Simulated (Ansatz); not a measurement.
## SrSc3Al, from a guessed structure to a relaxed one

This structure for SrSc3Al is made up. Its elements were placed in a known structure type with a cell scaled to their sizes. What cell does the guess relax to, and how far off was it?

Main program and level: Ansatz 0.2.0; DFT, PBE, plane-wave PAW, files of the set soft_1, scalar-relativistic, no spin, cell and ions relaxed at zero pressure; PAW set soft_1, in the first sound run; inputs show where later runs differ.

## Step 1: The starting structure

It takes space group Pm-3m (No. 221, cubic). Conventional cell: a = 4.866 Å, b = 4.866 Å, c = 4.866 Å, α = 90.00°, β = 90.00°, γ = 90.00°. Nearest to Sr lie 12 Sc at 3.44 Å. Nearest to Sc lie 2 Al at 2.43 Å and 8 Sc at 3.44 Å and 4 Sr at 3.44 Å. Nearest to Al lie 6 Sc at 2.43 Å. Farther neighbours are not listed.

## Step 2: Relaxing cell and atoms

The guessed cell has no reason to be at equilibrium. It is relaxed with the atoms, within the space group of the guess.

input.yaml reads:

```yaml
crystal:
  lattice:
    - [4.866, 0.0, 0.0]
    - [0.0, 4.866, 0.0]
    - [0.0, 0.0, 4.866]
  atoms:
    - { symbol: Sr, position: [0.0, 0.0, 0.0] }
    - { symbol: Sc, position: [0.5, 0.5, 0.0] }
    - { symbol: Sc, position: [0.5, 0.0, 0.5] }
    - { symbol: Sc, position: [0.0, 0.5, 0.5] }
    - { symbol: Al, position: [0.5, 0.5, 0.5] }
kpoints:
  mp_grid: { grid: [6, 6, 6] }
scf:
  occupations: { method: fermi_dirac, width: 0.05 }
hamiltonian:
  xc: pbe
  pseudopotentials: { kind: paw, azcp: { folder: soft_1 } }
relax:
  f_tol: 0.015
  max_steps: 70
  cell: {}
output:
  forces: true
  stress: true
```

Launch:

```sh
$ ansatz run input.yaml --threads 4 --pin off --max-ram 8192MiB --backend cpu --events-out ev --progress --plain --runs-dir out
```

Numbers of over 12 decimals in the logs are rounded to 6 here.

The log of the run:

```text
Engine: ansatz 0.2.0, aarch64-unknown-linux-gnu
Pseudopotentials: kind: paw
Pseudopotential: Sr, paw, valence charge 10, recommended cutoff 420 eV (normal), soft_1/Sr.paw.azcp
Pseudopotential: Sc, paw, valence charge 11, recommended cutoff 420 eV (normal), soft_1/Sc.paw.azcp
Pseudopotential: Al, paw, valence charge 3, recommended cutoff 420 eV (normal), soft_1/Al.paw.azcp
Functional definition: PBE
  parameter kappa = 0.804
  parameter beta = 0.066725
  exchange = pbe_x(kappa = kappa, mu = beta*pi^2/3)
  correlation = pbe_c(beta = beta)
Crystal: 5 atoms, lattice volume = 115.217 Å³
Basis set: ecut = 420 eV, 2301 PW (Γ), exchange–correlation on 72×72×72 points (8 copies of the dense FFT grid, shifted against one another)
Bands: 28, of which v1, the nominal top of the filled ones, is band 23 counted from 1 (22 counted from 0)
Symmetry: 48 space group operations
Space group: Pm-3m (ITA 221), of the structure as read, at distance tolerance 4.9e-5 Å
k-points: 20 of 216
Non-local potential: Sr, projectors of the file, l = 0: 3, l = 1: 2, l = 2: 2
Non-local potential: Sc, projectors of the file, l = 0: 3, l = 1: 2, l = 2: 3, l = 3: 1
Non-local potential: Al, projectors of the file, l = 0: 2, l = 1: 2, l = 2: 1
PAW form: soft (Blöchl's): semilocal exchange-correlation on the pseudo side does not see the compensation charge
PAW one-centre angular grid: Sr, 110 points (default); XC on 64 Gauss nodes
PAW one-centre angular grid: Sc, 590 points (default); XC on 64 Gauss nodes
PAW one-centre angular grid: Al, 110 points (default); XC on 64 Gauss nodes
Initial density: superposition of atomic densities (chi_scale 0.1, normalization cell, long waves kept (reshape's long-wave potential 0.00 eV rms))
Initial wavefunctions: pseudopotential atomic-orbital guess
Functional: x = pbe(κ = 0.804, μ = 0.219515), c = pbe(β = 0.066725)
SCF iter   1: F=—  HF=-10487.155090 eV  |F-HF|=—  |Δ(HF+E_count)|=         —  Δρ=3.86e-2  dr2=4.09e0  ethr=3.10e-3  ⟨swp⟩=6.7  Hψ=2852  notcnv=0
preconditioner: auto → Kerker (q_TF=auto, 2.341 Å⁻¹)  [metal: Δε(μ)=0.005 eV  Ē_g=3.012 eV  σ=0.050 eV  W_gap=0.03  n_scr=26 (ndim 8)  ℏωp=12.9 eV  f_vac=0.000  D(μ)=10.29/eV (n_scr^D=122)]
SCF iter   2: F=—  HF=-10486.302842 eV  |F-HF|=—  |Δ(HF+E_count)|=   8.52e-1  Δρ=2.08e-2  dr2=1.23e0  ethr=3.10e-3  ⟨swp⟩=2.2  Hψ=967  notcnv=0
SCF iter   3: F=—  HF=-10486.005472 eV  |F-HF|=—  |Δ(HF+E_count)|=   2.97e-1  Δρ=3.61e-3  dr2=3.01e-2  ethr=2.67e-3  ⟨swp⟩=2.4  Hψ=811  notcnv=0
SCF iter   4: F=—  HF=-10486.002070 eV  |F-HF|=—  |Δ(HF+E_count)|=   3.40e-3  Δρ=6.69e-4  dr2=6.24e-4  ethr=6.55e-5  ⟨swp⟩=2.3  Hψ=966  notcnv=0
SCF iter   5: F=—  HF=-10486.002240 eV  |F-HF|=—  |Δ(HF+E_count)|=   1.70e-4  Δρ=2.13e-4  dr2=8.19e-5  ethr=1.36e-6  ⟨swp⟩=2.0  Hψ=687  notcnv=0
SCF iter   6: F=—  HF=-10486.002236 eV  |F-HF|=—  |Δ(HF+E_count)|=   3.98e-6  Δρ=6.29e-5  dr2=7.05e-6  ethr=1.78e-7  ⟨swp⟩=2.2  Hψ=697  notcnv=0
SCF iter   7: F=—  HF=-10486.002234 eV  |F-HF|=—  |Δ(HF+E_count)|=   1.89e-6  Δρ=2.17e-5  dr2=6.99e-7  ethr=1.53e-8  ⟨swp⟩=2.1  Hψ=949  notcnv=0
SCF iter   8: F=-10486.002234 eV  HF=-10486.002234 eV  |F-HF|=4.39e-9  |Δ(HF+E_count)|=   4.44e-8  Δρ=5.30e-6  dr2=2.75e-8  ethr=2.17e-10  ⟨swp⟩=5.7  Hψ=2204  notcnv=0
SCF 1 converged in 8 iterations: F = -10486.002234 eV  dr2 = 2.75e-8
  greatest PAW one-centre occupation: 0.998 electrons in one spin orbital (limit 2), on the Sc atom at site 3 (counted from 0), in its partial waves of l = 0
relax step   1: F+E_penalty+E_count = -10486.00223410 eV  Δ(F+E_penalty+E_count) = +0.000e0 eV  max|allowed force component| = 3.650e-29 eV/Å  Δτ_max = 0.0000 Å  P = +18.051 GPa  Ω = 115.217 Å³  (8 SCF iters, dr2 threshold 1.00e-7 eV, accepted)
Crystal: 5 atoms, lattice volume = 132.902 Å³
Basis set: ecut = 420 eV, 2553 PW (Γ), exchange–correlation on 72×72×72 points (8 copies of the dense FFT grid, shifted against one another)
Initial density: handed on by an earlier stage of this run
Initial wavefunctions: those handed on with the density
iter 1 solved again at ethr=4.15e-4 eV; its pass at ethr=3.10e-3 eV (dr2=1.91e-1 eV) is discarded
SCF iter   1: F=—  HF=-10487.400567 eV  |F-HF|=—  |Δ(HF+E_count)|=         —  Δρ=6.42e-3  dr2=1.92e-1  ethr=4.15e-4  ⟨swp⟩=1.0  Hψ=3442  notcnv=0
preconditioner: auto → Kerker (q_TF=auto, 2.286 Å⁻¹)  [metal: Δε(μ)=0.007 eV  Ē_g=2.473 eV  σ=0.050 eV  W_gap=0.04  n_scr=26 (ndim 8)  ℏωp=12.1 eV  f_vac=0.000  D(μ)=9.01/eV (n_scr^D=92)]
SCF iter   2: F=—  HF=-10487.373191 eV  |F-HF|=—  |Δ(HF+E_count)|=   2.74e-2  Δρ=3.74e-3  dr2=6.89e-2  ethr=4.15e-4  ⟨swp⟩=2.6  Hψ=633  notcnv=0
SCF iter   3: F=—  HF=-10487.360292 eV  |F-HF|=—  |Δ(HF+E_count)|=   1.29e-2  Δρ=5.16e-4  dr2=6.01e-4  ethr=1.50e-4  ⟨swp⟩=3.0  Hψ=813  notcnv=0
SCF iter   4: F=—  HF=-10487.360294 eV  |F-HF|=—  |Δ(HF+E_count)|=   1.87e-6  Δρ=1.31e-4  dr2=4.49e-5  ethr=1.31e-6  ⟨swp⟩=2.6  Hψ=735  notcnv=0
SCF iter   5: F=—  HF=-10487.360148 eV  |F-HF|=—  |Δ(HF+E_count)|=   1.45e-4  Δρ=3.87e-5  dr2=3.78e-6  ethr=9.76e-8  ⟨swp⟩=2.0  Hψ=699  notcnv=0
SCF iter   6: F=-10487.360148 eV  HF=-10487.360148 eV  |F-HF|=1.55e-7  |Δ(HF+E_count)|=   1.90e-7  Δρ=1.07e-5  dr2=3.09e-7  ethr=1.09e-9  ⟨swp⟩=5.4  Hψ=2192  notcnv=0
SCF 2 converged in 6 iterations: F = -10487.360148 eV  dr2 = 3.09e-7
relax step   2: F+E_penalty+E_count = -10487.36014804 eV  Δ(F+E_penalty+E_count) = -1.358e0 eV  max|allowed force component| = 1.083e-29 eV/Å  Δτ_max = 0.0000 Å  P = +7.512 GPa  Ω = 132.902 Å³  energy of the carried Pulay correction = -1.058e-3 eV  (6 SCF iters, dr2 threshold 5.00e-7 eV, accepted)
Crystal: 5 atoms, lattice volume = 149.165 Å³
Basis set: ecut = 420 eV, 2945 PW (Γ), exchange–correlation on 72×72×72 points (8 copies of the dense FFT grid, shifted against one another)
iter 1 solved again at ethr=2.20e-4 eV; its pass at ethr=3.10e-3 eV (dr2=1.01e-1 eV) is discarded
SCF iter   1: F=—  HF=-10487.818132 eV  |F-HF|=—  |Δ(HF+E_count)|=         —  Δρ=4.27e-3  dr2=1.01e-1  ethr=2.20e-4  ⟨swp⟩=1.1  Hψ=3416  notcnv=0
preconditioner: auto → Kerker (q_TF=auto, 2.243 Å⁻¹)  [metal: Δε(μ)=0.047 eV  Ē_g=2.342 eV  σ=0.050 eV  W_gap=0.23  n_scr=26 (ndim 8)  ℏωp=11.4 eV  f_vac=0.000  D(μ)=9.91/eV (n_scr^D=92)]
SCF iter   2: F=—  HF=-10487.803181 eV  |F-HF|=—  |Δ(HF+E_count)|=   1.50e-2  Δρ=2.59e-3  dr2=3.84e-2  ethr=2.20e-4  ⟨swp⟩=1.1  Hψ=565  notcnv=0
SCF iter   3: F=—  HF=-10487.796245 eV  |F-HF|=—  |Δ(HF+E_count)|=   6.94e-3  Δρ=3.68e-4  dr2=2.47e-4  ethr=8.35e-5  ⟨swp⟩=2.4  Hψ=749  notcnv=0
SCF iter   4: F=—  HF=-10487.796262 eV  |F-HF|=—  |Δ(HF+E_count)|=   1.74e-5  Δρ=9.68e-5  dr2=2.94e-5  ethr=5.37e-7  ⟨swp⟩=2.6  Hψ=735  notcnv=0
SCF iter   5: F=—  HF=-10487.796263 eV  |F-HF|=—  |Δ(HF+E_count)|=   8.01e-7  Δρ=3.34e-5  dr2=3.13e-6  ethr=6.39e-8  ⟨swp⟩=2.0  Hψ=725  notcnv=0
SCF iter   6: F=-10487.796262 eV  HF=-10487.796262 eV  |F-HF|=2.34e-7  |Δ(HF+E_count)|=   1.89e-7  Δρ=1.11e-5  dr2=4.54e-7  ethr=1.09e-9  ⟨swp⟩=5.5  Hψ=2167  notcnv=0
SCF 3 converged in 6 iterations: F = -10487.796262 eV  dr2 = 4.54e-7
  greatest PAW one-centre occupation: 0.998 electrons in one spin orbital (limit 2), on the Sc atom at site 2 (counted from 0), in its partial waves of l = 0
relax step   3: F+E_penalty+E_count = -10487.79626225 eV  Δ(F+E_penalty+E_count) = -4.361e-1 eV  max|allowed force component| = 4.746e-30 eV/Å  Δτ_max = 0.0000 Å  P = +1.543 GPa  Ω = 149.165 Å³  energy of the carried Pulay correction = -1.907e-3 eV  (6 SCF iters, dr2 threshold 5.00e-7 eV, accepted)
Crystal: 5 atoms, lattice volume = 154.034 Å³
Basis set: ecut = 420 eV, 2969 PW (Γ), exchange–correlation on 72×72×72 points (8 copies of the dense FFT grid, shifted against one another)
iter 1 solved again at ethr=1.40e-5 eV; its pass at ethr=3.10e-3 eV (dr2=6.45e-3 eV) is discarded
SCF iter   1: F=—  HF=-10487.823664 eV  |F-HF|=—  |Δ(HF+E_count)|=         —  Δρ=1.06e-3  dr2=6.32e-3  ethr=1.40e-5  ⟨swp⟩=1.1  Hψ=3389  notcnv=0
preconditioner: auto → Kerker (q_TF=auto, 2.231 Å⁻¹)  [metal: Δε(μ)=0.043 eV  Ē_g=2.324 eV  σ=0.050 eV  W_gap=0.21  n_scr=26 (ndim 8)  ℏωp=11.2 eV  f_vac=0.000  D(μ)=10.74/eV (n_scr^D=122)]
SCF iter   2: F=—  HF=-10487.822670 eV  |F-HF|=—  |Δ(HF+E_count)|=   9.94e-4  Δρ=6.43e-4  dr2=2.39e-3  ethr=1.37e-5  ⟨swp⟩=1.2  Hψ=568  notcnv=0
SCF iter   3: F=—  HF=-10487.822221 eV  |F-HF|=—  |Δ(HF+E_count)|=   4.49e-4  Δρ=9.51e-5  dr2=1.99e-5  ethr=5.19e-6  ⟨swp⟩=2.0  Hψ=704  notcnv=0
SCF iter   4: F=—  HF=-10487.822320 eV  |F-HF|=—  |Δ(HF+E_count)|=   9.83e-5  Δρ=2.24e-5  dr2=1.27e-6  ethr=4.33e-8  ⟨swp⟩=2.5  Hψ=733  notcnv=0
iter 5 did not close the SCF: its close was put off for the readings that it lacked (scf_convergence_deferred on its scf_iter line)
SCF iter   5: F=-10487.822320 eV  HF=-10487.822320 eV  |F-HF|=1.16e-7  |Δ(HF+E_count)|=   3.02e-7  Δρ=7.64e-6  dr2=1.80e-7  ethr=2.76e-9  ⟨swp⟩=2.3  Hψ=799  notcnv=0
SCF iter   6: F=-10487.822320 eV  HF=-10487.822320 eV  |F-HF|=1.17e-8  |Δ(HF+E_count)|=   2.53e-8  Δρ=2.52e-6  dr2=2.32e-8  ethr=3.91e-10  ⟨swp⟩=2.9  Hψ=1921  notcnv=0
SCF 4 converged in 6 iterations: F = -10487.822320 eV  dr2 = 2.32e-8
relax step   4: F+E_penalty+E_count = -10487.82232005 eV  Δ(F+E_penalty+E_count) = -2.606e-2 eV  max|allowed force component| = 7.244e-30 eV/Å  Δτ_max = 0.0000 Å  P = +0.216 GPa  Ω = 154.034 Å³  energy of the carried Pulay correction = -2.141e-3 eV  (6 SCF iters, dr2 threshold 5.00e-7 eV, accepted)
Crystal: 5 atoms, lattice volume = 154.857 Å³
iter 1 solved again at ethr=3.52e-7 eV; its pass at ethr=3.10e-3 eV (dr2=1.62e-4 eV) is discarded
SCF iter   1: F=—  HF=-10487.822776 eV  |F-HF|=—  |Δ(HF+E_count)|=         —  Δρ=1.71e-4  dr2=1.63e-4  ethr=3.52e-7  ⟨swp⟩=2.0  Hψ=3353  notcnv=0
preconditioner: auto → Kerker (q_TF=auto, 2.229 Å⁻¹)  [metal: Δε(μ)=0.049 eV  Ē_g=2.326 eV  σ=0.050 eV  W_gap=0.24  n_scr=26 (ndim 8)  ℏωp=11.2 eV  f_vac=0.000  D(μ)=10.93/eV (n_scr^D=122)]
SCF iter   2: F=—  HF=-10487.822750 eV  |F-HF|=—  |Δ(HF+E_count)|=   2.57e-5  Δρ=1.02e-4  dr2=5.92e-5  ethr=3.52e-7  ⟨swp⟩=1.3  Hψ=570  notcnv=0
SCF iter   3: F=—  HF=-10487.822857 eV  |F-HF|=—  |Δ(HF+E_count)|=   1.07e-4  Δρ=1.66e-5  dr2=9.75e-7  ethr=1.29e-7  ⟨swp⟩=2.0  Hψ=695  notcnv=0
iter 4 did not close the SCF: its close was put off for the readings that it lacked (scf_convergence_deferred on its scf_iter line)
SCF iter   4: F=-10487.822857 eV  HF=-10487.822857 eV  |F-HF|=4.75e-9  |Δ(HF+E_count)|=   3.84e-8  Δρ=4.21e-6  dr2=3.31e-8  ethr=2.12e-9  ⟨swp⟩=2.2  Hψ=722  notcnv=0
iter 5 did not close the SCF: its close was put off for the readings that it lacked (scf_convergence_deferred on its scf_iter line)
SCF iter   5: F=-10487.822857 eV  HF=-10487.822857 eV  |F-HF|=1.19e-9  |Δ(HF+E_count)|=   5.83e-9  Δρ=1.42e-6  dr2=4.30e-9  ethr=7.20e-11  ⟨swp⟩=3.1  Hψ=1164  notcnv=0
SCF iter   6: F=-10487.822857 eV  HF=-10487.822857 eV  |F-HF|=4.31e-10  |Δ(HF+E_count)|=  2.98e-10  Δρ=3.70e-7  dr2=6.41e-10  ethr=9.34e-12  ⟨swp⟩=1.1  Hψ=1774  notcnv=0
SCF 5 converged in 6 iterations: F = -10487.822857 eV  dr2 = 6.41e-10
relax step   5: F+E_penalty+E_count = -10487.82285678 eV  Δ(F+E_penalty+E_count) = -5.367e-4 eV  max|allowed force component| = 6.505e-29 eV/Å  Δτ_max = 0.0000 Å  P = +0.009 GPa  Ω = 154.857 Å³  energy of the carried Pulay correction = -2.180e-3 eV  (6 SCF iters, dr2 threshold 1.17e-7 eV, accepted)
Initial wavefunctions: pseudopotential atomic-orbital guess (no wavefunctions were taken with the density)
iter 1 solved again at ethr=4.76e-6 eV; its pass at ethr=3.10e-3 eV (dr2=2.19e-3 eV) is discarded
SCF iter   1: F=—  HF=-10487.831305 eV  |F-HF|=—  |Δ(HF+E_count)|=         —  Δρ=2.86e-4  dr2=1.01e-5  ethr=4.76e-6  ⟨swp⟩=3.4  Hψ=4152  notcnv=0
eigensolver tolerance schedule: the retry pair's looser diagonalisation over-reported the residual by 216.71 of it (diagonalisation noise at 0.50 of the residual, at the tolerance the schedule requests for it); recorded, not acted on — ethr = c·dr2/N_el stays at c = 1.0e-1
preconditioner: auto → Kerker (q_TF=auto, 2.229 Å⁻¹)  [metal: Δε(μ)=0.049 eV  Ē_g=2.328 eV  σ=0.050 eV  W_gap=0.24  n_scr=26 (ndim 8)  ℏωp=11.2 eV  f_vac=0.000  D(μ)=10.96/eV (n_scr^D=122)]
SCF iter   2: F=—  HF=-10487.831724 eV  |F-HF|=—  |Δ(HF+E_count)|=   4.19e-4  Δρ=1.49e-4  dr2=3.07e-6  ethr=2.19e-8  ⟨swp⟩=2.5  Hψ=1041  notcnv=0
SCF iter   3: F=—  HF=-10487.831837 eV  |F-HF|=—  |Δ(HF+E_count)|=   1.13e-4  Δρ=1.06e-5  dr2=3.37e-8  ethr=6.66e-9  ⟨swp⟩=2.0  Hψ=714  notcnv=0
SCF iter   4: F=—  HF=-10487.831838 eV  |F-HF|=—  |Δ(HF+E_count)|=   3.20e-7  Δρ=2.23e-6  dr2=3.98e-9  ethr=7.32e-11  ⟨swp⟩=2.5  Hψ=1025  notcnv=0
SCF iter   5: F=—  HF=-10487.831838 eV  |F-HF|=—  |Δ(HF+E_count)|=   5.46e-9  Δρ=3.65e-7  dr2=2.39e-10  ethr=8.64e-12  ⟨swp⟩=2.0  Hψ=707  notcnv=0
SCF iter   6: F=-10487.831838 eV  HF=-10487.831838 eV  |F-HF|=7.28e-12  |Δ(HF+E_count)|=  9.46e-11  Δρ=8.93e-8  dr2=1.42e-11  ethr=1.00e-12  ⟨swp⟩=5.9  Hψ=2293  notcnv=0
SCF 6 converged in 6 iterations: F = -10487.831838 eV  dr2 = 1.42e-11
relax step   6: F+E_penalty+E_count = -10487.83183767 eV  Δ(F+E_penalty+E_count) = -8.981e-3 eV  max|allowed force component| = 6.537e-29 eV/Å  Δτ_max = 0.0000 Å  P = +0.101 GPa  Ω = 154.857 Å³  stress off target by 1.01e-1 GPa  SCF on the basis re-selected at this cell (its energy is not comparable with the rows above)  (6 SCF iters)
basis re-selected at this cell: Δ(F+E_penalty+E_count) = -8.981e-3 eV, ΔP = +0.092 GPa vs the last step (what re-selecting the basis moved, of the pressure what is left beyond the Pulay correction that the steps carried, after the strain that the cell walked since its last selection, with what the two solves' SCF thresholds leave and, on support functions, any second-order correction that the steps lacked; it is no m [...]
Crystal: 5 atoms, lattice volume = 155.259 Å³
iter 1 solved again at ethr=8.12e-8 eV; its pass at ethr=3.10e-3 eV (dr2=3.73e-5 eV) is discarded
SCF iter   1: F=—  HF=-10487.831822 eV  |F-HF|=—  |Δ(HF+E_count)|=         —  Δρ=8.33e-5  dr2=3.81e-5  ethr=8.12e-8  ⟨swp⟩=2.0  Hψ=3366  notcnv=0
preconditioner: auto → Kerker (q_TF=auto, 2.228 Å⁻¹)  [metal: Δε(μ)=0.049 eV  Ē_g=2.324 eV  σ=0.050 eV  W_gap=0.24  n_scr=26 (ndim 8)  ℏωp=11.2 eV  f_vac=0.000  D(μ)=10.96/eV (n_scr^D=122)]
SCF iter   2: F=—  HF=-10487.831945 eV  |F-HF|=—  |Δ(HF+E_count)|=   1.23e-4  Δρ=4.96e-5  dr2=1.40e-5  ethr=8.12e-8  ⟨swp⟩=1.4  Hψ=571  notcnv=0
SCF iter   3: F=—  HF=-10487.831950 eV  |F-HF|=—  |Δ(HF+E_count)|=   4.36e-6  Δρ=8.01e-6  dr2=1.96e-7  ethr=3.05e-8  ⟨swp⟩=2.0  Hψ=701  notcnv=0
iter 4 did not close the SCF: its close was put off for the readings that it lacked (scf_convergence_deferred on its scf_iter line)
SCF iter   4: F=-10487.831950 eV  HF=-10487.831950 eV  |F-HF|=8.66e-10  |Δ(HF+E_count)|=   2.50e-9  Δρ=2.09e-6  dr2=8.46e-9  ethr=4.25e-10  ⟨swp⟩=2.4  Hψ=732  notcnv=0
iter 5 did not close the SCF: its close was put off for the readings that it lacked (scf_convergence_deferred on its scf_iter line)
SCF iter   5: F=-10487.831950 eV  HF=-10487.831950 eV  |F-HF|=1.27e-10  |Δ(HF+E_count)|=   1.84e-9  Δρ=6.87e-7  dr2=9.68e-10  ethr=1.84e-11  ⟨swp⟩=3.1  Hψ=1100  notcnv=0
SCF iter   6: F=-10487.831950 eV  HF=-10487.831950 eV  |F-HF|=1.04e-10  |Δ(HF+E_count)|=  3.64e-11  Δρ=1.98e-7  dr2=1.54e-10  ethr=2.10e-12  ⟨swp⟩=1.4  Hψ=1769  notcnv=0
SCF 7 converged in 6 iterations: F = -10487.831950 eV  dr2 = 1.54e-10
relax step   7: F+E_penalty+E_count = -10487.83194961 eV  Δ(F+E_penalty+E_count) = -1.119e-4 eV  max|allowed force component| = 1.480e-29 eV/Å  Δτ_max = 0.0000 Å  P = +0.004 GPa  Ω = 155.259 Å³  energy of the carried Pulay correction = -1.846e-5 eV  (6 SCF iters, dr2 threshold 2.53e-8 eV, accepted)
iter 1 solved again at ethr=4.47e-6 eV; its pass at ethr=3.10e-3 eV (dr2=2.05e-3 eV) is discarded
SCF iter   1: F=—  HF=-10487.831838 eV  |F-HF|=—  |Δ(HF+E_count)|=         —  Δρ=4.74e-6  dr2=5.54e-8  ethr=4.47e-6  ⟨swp⟩=3.3  Hψ=4182  notcnv=0
eigensolver tolerance schedule: the retry pair's looser diagonalisation over-reported the residual by 37073.64 of it (diagonalisation noise at an unbounded share of the residual, at the tolerance the schedule requests for it); recorded, not acted on — ethr = c·dr2/N_el stays at c = 1.0e-1
preconditioner: auto → Kerker (q_TF=auto, 2.228 Å⁻¹)  [metal: Δε(μ)=0.049 eV  Ē_g=2.325 eV  σ=0.050 eV  W_gap=0.24  n_scr=26 (ndim 8)  ℏωp=11.2 eV  f_vac=0.000  D(μ)=10.98/eV (n_scr^D=122)]
SCF iter   2: F=—  HF=-10487.831966 eV  |F-HF|=—  |Δ(HF+E_count)|=   1.28e-4  Δρ=2.74e-6  dr2=1.76e-8  ethr=1.20e-10  ⟨swp⟩=4.5  Hψ=1670  notcnv=0
SCF iter   3: F=—  HF=-10487.831966 eV  |F-HF|=—  |Δ(HF+E_count)|=   2.06e-9  Δρ=1.67e-6  dr2=6.87e-9  ethr=3.83e-11  ⟨swp⟩=1.2  Hψ=565  notcnv=0
SCF iter   4: F=—  HF=-10487.831966 eV  |F-HF|=—  |Δ(HF+E_count)|=  9.31e-10  Δρ=8.18e-7  dr2=1.83e-9  ethr=1.49e-11  ⟨swp⟩=1.9  Hψ=603  notcnv=0
SCF iter   5: F=—  HF=-10487.831966 eV  |F-HF|=—  |Δ(HF+E_count)|=  2.60e-10  Δρ=4.13e-7  dr2=4.99e-10  ethr=3.97e-12  ⟨swp⟩=1.8  Hψ=605  notcnv=0
SCF iter   6: F=—  HF=-10487.831966 eV  |F-HF|=—  |Δ(HF+E_count)|=  6.73e-11  Δρ=2.51e-7  dr2=1.70e-10  ethr=1.09e-12  ⟨swp⟩=1.8  Hψ=592  notcnv=0
SCF iter   7: F=-10487.831966 eV  HF=-10487.831966 eV  |F-HF|=3.64e-12  |Δ(HF+E_count)|=  3.27e-11  Δρ=1.63e-8  dr2=4.01e-13  ethr=1.00e-12  ⟨swp⟩=4.0  Hψ=2325  notcnv=0
SCF 8 converged in 7 iterations: F = -10487.831966 eV  dr2 = 4.01e-13
relax step   8: F+E_penalty+E_count = -10487.83196582 eV  Δ(F+E_penalty+E_count) = -1.621e-5 eV  max|allowed force component| = 3.589e-30 eV/Å  Δτ_max = 0.0000 Å  P = +0.003 GPa  Ω = 155.259 Å³  stress off target by 3.48e-3 GPa  SCF on the basis re-selected at this cell (its energy is not comparable with the rows above)  (7 SCF iters)
basis re-selected at this cell: Δ(F+E_penalty+E_count) = -1.621e-5 eV, ΔP = -0.000 GPa vs the last step (what re-selecting the basis moved, of the pressure what is left beyond the Pulay correction that the steps carried, after the strain that the cell walked since its last selection, with what the two solves' SCF thresholds leave and, on support functions, any second-order correction that the steps lacked; it is no m [...]
SCF converged after 7 iterations
Free energy (F): -10487.831966 eV
Harris-Foulkes:  -10487.831966 eV  (|F-HF|=3.64e-12)
Internal energy: -10487.741484 eV  (E = F + TS)
E sigma→0 (E₀):  -10487.786725 eV
Entropy (-TS):   -0.090482 eV (-18.096 meV/atom)
Fermi energy:    6.581170 eV
--- Per-component energies (eV) ---
  E_band       = -714.495444
  E_kinetic    = 866.328530
  E_local      = -3736.774514  (includes V_loc(G=0)·N_el)
  E_nonlocal   = 676.131314
  E_hartree    = 1269.849746
  E_xc         = -464.452990
  E_vxc        = -493.039161  (∫ρ·V_xc dr)
  E_paw        = -6133.404049  (= ΣΔE_a)
  E_vpaw       = -566.841248  (= ΣTr[D̂ρ^β])
  E_aug_tail   = 0.000118  (compensation charges beyond the density's cutoff)
  E_ewald      = -2965.419640
  E_smearing   = -0.090482  (= −TS)
  E_closure    = 0.000000  (closes the sum)
  Σ components = -10487.831966   (vs F -10487.831966, Δ=0.00e0)
--- Forces (eV/Å), atoms counted from 1 ---
  atom   1  Sr     0.00000000    -0.00000000     0.00000000
  atom   2  Sc    -0.00000000     0.00000000    -0.00000000
  atom   3  Sc     0.00000000     0.00000000    -0.00000000
  atom   4  Sc    -0.00000000     0.00000000     0.00000000
  atom   5  Al    -0.00000000     0.00000000    -0.00000000
  max |Σ_I F_I| component: 5.26e-30 eV/Å
--- Stress (GPa, compression-positive) ---
        0.003479      -0.000000       0.000000
       -0.000000       0.003479       0.000000
        0.000000       0.000000       0.003479
  P = ⅓ Tr σ = 0.0035 GPa (0.035 kbar)
--- Relaxed structure (6 steps of the walk, 6 accepted, 2 SCFs on fresh bases) ---
  F+E_penalty+E_count = -10487.83196582 eV   max|allowed force component| = 3.589e-30 eV/Å   (the final SCF, on the basis selected at the relaxed cell)
  cell:  # Å, volume = 155.2592 Å³
    - [5.374678, 0, 0]
    - [0, 5.374678, 0]
    - [0, 0, 5.374678]
  atoms:
    - { symbol: Sr, position: [0, 0, 0] }
    - { symbol: Sc, position: [0.5, 0.5, 0] }
    - { symbol: Sc, position: [0.5, 0, 0.5] }
    - { symbol: Sc, position: [0, 0.5, 0.5] }
    - { symbol: Al, position: [0.5, 0.5, 0.5] }
```

Wall time 10 s (4 threads of Arm Neoverse V1, shared host); peak memory 0.49 GiB; 38 s of CPU time.

(Continued in part 2 of 2.)

[Logs are printed without paths, hosts, clocks, repeated set-up lines and the standing remarks that a program may print on its own settings, such as how far it seeks lower states.]

[Hosts, paths, dates, database ids (printed as entryN), source tags and the programs' standing remarks are cut or masked in the printed files.]
